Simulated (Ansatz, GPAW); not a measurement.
# Si/Fe(100) in an electric field, part 3 of 3

Wanted: the out-of-plane polarisability of Si/Fe(100).

GPAW 26.7.0 and Ansatz 0.2.0; Ansatz plane waves; slab in vacuum with a dipole correction, relaxation (the session's first sound run).

So far. Step 5 (Field on): The dipole is now -0.0744 e Å, against -0.029 in the run without a field.

### 8. Field on

Level of this step: GPAW, PAW setups; slab in vacuum (GPAW).

run.py reads:

```python
import json
import numpy as np
from ase import Atoms
from gpaw import GPAW, PW
from gpaw.external import ConstantElectricField

slab = Atoms(
    ['Fe', 'Fe', 'Fe', 'Fe', 'Fe', 'Si'],
    positions=[
        [0.00000, 0.00000, 7.00000],
        [1.43500, 1.43500, 8.43500],
        [0.00000, 0.00000, 9.87000],
        [1.43500, 1.43500, 11.29750],
        [0.00000, 0.00000, 12.71514],
        [1.43500, 1.43500, 13.91148]],
    cell=[[2.87, 0.0, 0.0], [0.0, 2.87, 0.0], [0.0, 0.0, 21.28651]],
    pbc=[True, True, False],
    magmoms=[2.5, 2.5, 2.5, 2.5, 2.5, 0.0])

slab.calc = GPAW(mode=PW(400), xc='PBE', kpts={'size': (11, 11, 1), 'gamma': True},
                 occupations={'name': 'fermi-dirac', 'width': 0.1}, nbands='140%',
                 convergence={'density': 1e-05}, maxiter=200,
                 poissonsolver={'dipolelayer': 'xy'},
                 external=ConstantElectricField(0.1, [0, 0, 1]),
                 symmetry={'tolerance': 1e-3}, txt='slab.txt')
result = {}
energy = slab.get_potential_energy()
fermi = slab.calc.get_fermi_level()
v = slab.calc.get_electrostatic_potential().mean((0, 1)) - fermi
n = slab.calc.get_pseudo_density().mean((0, 1))
L = slab.cell[2, 2]
z = np.arange(len(v)) * L / len(v)
low, high = slab.positions[:, 2].min(), slab.positions[:, 2].max()
below, above = np.interp([low - 4.8, high + 4.8], z, v)
slopes = [np.interp(x, z, np.gradient(v, z)) for x in (low - 4.8, high + 4.8)]
eps = np.array([[slab.calc.get_eigenvalues(k, s) for k in range(len(slab.calc.get_ibz_k_points()))]
                for s in range(slab.calc.get_number_of_spins())]) - fermi
top, bottom = eps[eps < 0].max(), eps[eps > 0].min()
dipole = slab.get_dipole_moment()[2]
print(f'energy {energy:.4f} eV, Fermi level {fermi:.4f} eV, dipole {dipole:.5f} e A')
print(f'potential 4.8 A off the faces, from the Fermi level: lower {below:.4f} eV, upper {above:.4f} eV')
print(f'slope of the potential there: lower {slopes[0]:.5f}, upper {slopes[1]:.5f} eV/A')
print(f'nearest levels on the mesh: {top:.4f} and {bottom:.4f} eV')
print('magnetic moment', round(slab.get_magnetic_moment(), 3))
result.update(energy=energy, fermi=fermi, dipole=dipole, below=below, above=above, slopes=slopes, edges=[top, bottom],
              z=z.tolist(), v=v.tolist(), n=n.tolist(), positions=slab.positions.tolist(),
              forces=slab.get_forces(apply_constraint=False).tolist(), moments=slab.get_magnetic_moments().tolist())
json.dump(result, open('result.json', 'w'))
```

On the command line:

```sh
$ OMP_NUM_THREADS=1 OPENBLAS_NUM_THREADS=1 python run.py
```

The program printed:

```text
energy -48.2934 eV, Fermi level 1.6782 eV, dipole 0.01847 e A
potential 4.8 A off the faces, from the Fermi level: lower 4.4193 eV, upper 4.0137 eV
slope of the potential there: lower -0.00108, upper 0.00030 eV/A
nearest levels on the mesh: -0.0106 and 0.0015 eV
magnetic moment 12.445
```

Elapsed: 10 min, on 1 thread of Intel Xeon 6975P-C (Granite Rapids), shared host; peak memory 0.54 GiB.

The electrostatic potential energy of an electron (without an applied field's), less the Fermi level, planar mean oscillates, so the rows of the table below give means over windows of 1.38 Å about each position, cut where the curve ends. Its maxima inside the range that stand out by 2 % of the span (Å: eV): 7.8: -5.23, 9.2: -5.17, 10.5: -5.55, 12.0: -5.84, 13.3: -10.8. Its minima: 7.0: -14.2, 8.4: -14.3, 9.9: -14.4, 11.3: -14.7, 12.8: -15.7, 13.8: -16.4.

Electrostatic potential energy of an electron (without an applied field's), less the Fermi level, planar mean against z; means over each step:

z (Å), electrostatic potential energy of an electron (without an applied field's), less the Fermi level, planar mean (eV) and a bar from the least value:
```
     0.69        4.4 ##############################
     2.07        4.4 ##############################
     3.45        4.4 ##############################
     4.83        4.1 ##############################
     6.21       -2.4 ###################
     7.59       -9.3 #######
     8.97       -9.4 #######
    10.35       -9.7 ######
    11.73      -10.0 ######
    13.11      -13.4 
    14.49       -6.4 ############
    15.87        3.6 #############################
    17.25        4.0 #############################
    18.63        4.0 #############################
    20.01        4.0 #############################
```

The dipole is now 0.0185 e Å, against -0.029 in the run without a field.

### 9. In a field

Edit run.py of step 8 so:

```diff
@@ -23,3 +23,3 @@
                  poissonsolver={'dipolelayer': 'xy'},
-                 external=ConstantElectricField(0.1, [0, 0, 1]),
+                 external=ConstantElectricField(0.2, [0, 0, 1]),
                  symmetry={'tolerance': 1e-3}, txt='slab.txt')
```

The program printed:

```text
energy -48.2974 eV, Fermi level 1.6597 eV, dipole 0.06511 e A
potential 4.8 A off the faces, from the Fermi level: lower 4.9669 eV, upper 3.5371 eV
slope of the potential there: lower -0.00143, upper 0.00026 eV/A
nearest levels on the mesh: -0.0034 and 0.0222 eV
magnetic moment 12.441
```

Elapsed: 9.2 min, on 1 thread; peak memory 0.54 GiB.

The dipole is now 0.0651 e Å, against -0.029 in the run without a field.

### 10. Field on

Edit run.py of step 9 so:

```diff
@@ -23,3 +23,3 @@
                  poissonsolver={'dipolelayer': 'xy'},
-                 external=ConstantElectricField(0.2, [0, 0, 1]),
+                 external=ConstantElectricField(0.3, [0, 0, 1]),
                  symmetry={'tolerance': 1e-3}, txt='slab.txt')
```

The program printed:

```text
energy -48.3061 eV, Fermi level 1.6394 eV, dipole 0.11194 e A
potential 4.8 A off the faces, from the Fermi level: lower 5.5204 eV, upper 3.0620 eV
slope of the potential there: lower -0.00189, upper 0.00023 eV/A
nearest levels on the mesh: -0.0090 and 0.0226 eV
magnetic moment 12.436
```

The job ended after 7.1 min (1 thread; peak memory 0.54 GiB).

The electrostatic potential energy of an electron (without an applied field's), less the Fermi level, planar mean oscillates, so the rows of the table below give means over windows of 1.38 Å about each position, cut where the curve ends. Its maxima inside the range that stand out by 2 % of the span (Å: eV): 0.7: 5.52, 7.8: -4.65, 9.2: -4.88, 10.5: -5.53, 12.0: -6.11, 13.3: -11.3. Its minima: 7.0: -13.5, 8.4: -13.8, 9.9: -14.2, 11.3: -14.8, 12.8: -16.2, 13.8: -17.0.

Table of electrostatic potential energy of an electron (without an applied field's), less the Fermi level, planar mean by z; means over each step:

```
z (Å)  electrostatic potential energy of an electron (without an applied field's), less the Fermi level, planar mean (eV)
 0.69                                                                                                                5.35
 2.07                                                                                                                5.52
 3.45                                                                                                                5.50
 4.83                                                                                                                5.19
 6.21                                                                                                               -1.47
 7.59                                                                                                               -8.73
 8.97                                                                                                               -9.07
10.35                                                                                                               -9.62
11.73                                                                                                               -10.2
13.11                                                                                                               -13.9
14.49                                                                                                               -7.17
15.87                                                                                                                2.66
17.25                                                                                                                3.05
18.63                                                                                                                3.06
20.01                                                                                                                3.06
```

The dipole is now 0.112 e Å, against -0.029 in the run without a field.

### 11. The series

The members are put on one axis.

This step: induced dipole against applied field (GPAW 26.7.0).

The dipole along the normal by field:

```
field (V/Å)  dipole along the normal (e·Å)
     -0.200                         -0.121
     -0.100                        -0.0744
     -0.050                        -0.0512
      0.000                        -0.0285
      0.050                       -0.00476
      0.100                         0.0185
      0.200                         0.0651
      0.300                          0.112
```

### 12. Outcome

- work function, upper and lower face: 4.492 and 3.877 eV
- dipole along the normal: -0.0285 e Å
- induced dipole per field: 0.465 e Å per V/Å
- out-of-plane polarisability per area, α/(ε0 A): 10.2 Å

**Reading.** The field induces 0.465 e Å per V/Å, a polarisable thickness α/(ε0 A) of 10.2 Å beside 6.91 Å between the outermost nuclei. A perfect conductor would give the distance between its two image planes; a dielectric of thickness t gives t(1 - 1/ε). The two faces differ by 0.62 eV, the step that the slab's dipole makes (e p/(ε0 A) gives 0.63 eV), so the dipole layer is needed. The induced dipole is linear in the field over this range. The cell of 8.24 Å² holds one Si, started on one chosen site; other sites and coverages weren't tried. One magnetic start was tried; another order may lie lower. The in-plane lattice was kept as typed, which isn't the functional's own and leaves some strain; spin-orbit coupling and temperature are left out.

[Logs are printed without paths, hosts, clocks, repeated set-up lines and the standing remarks that a program may print on its own settings, such as how far it seeks lower states.]

[Hosts, paths, dates, database ids (printed as entryN), source tags and the programs' standing remarks are cut or masked in the printed files.]
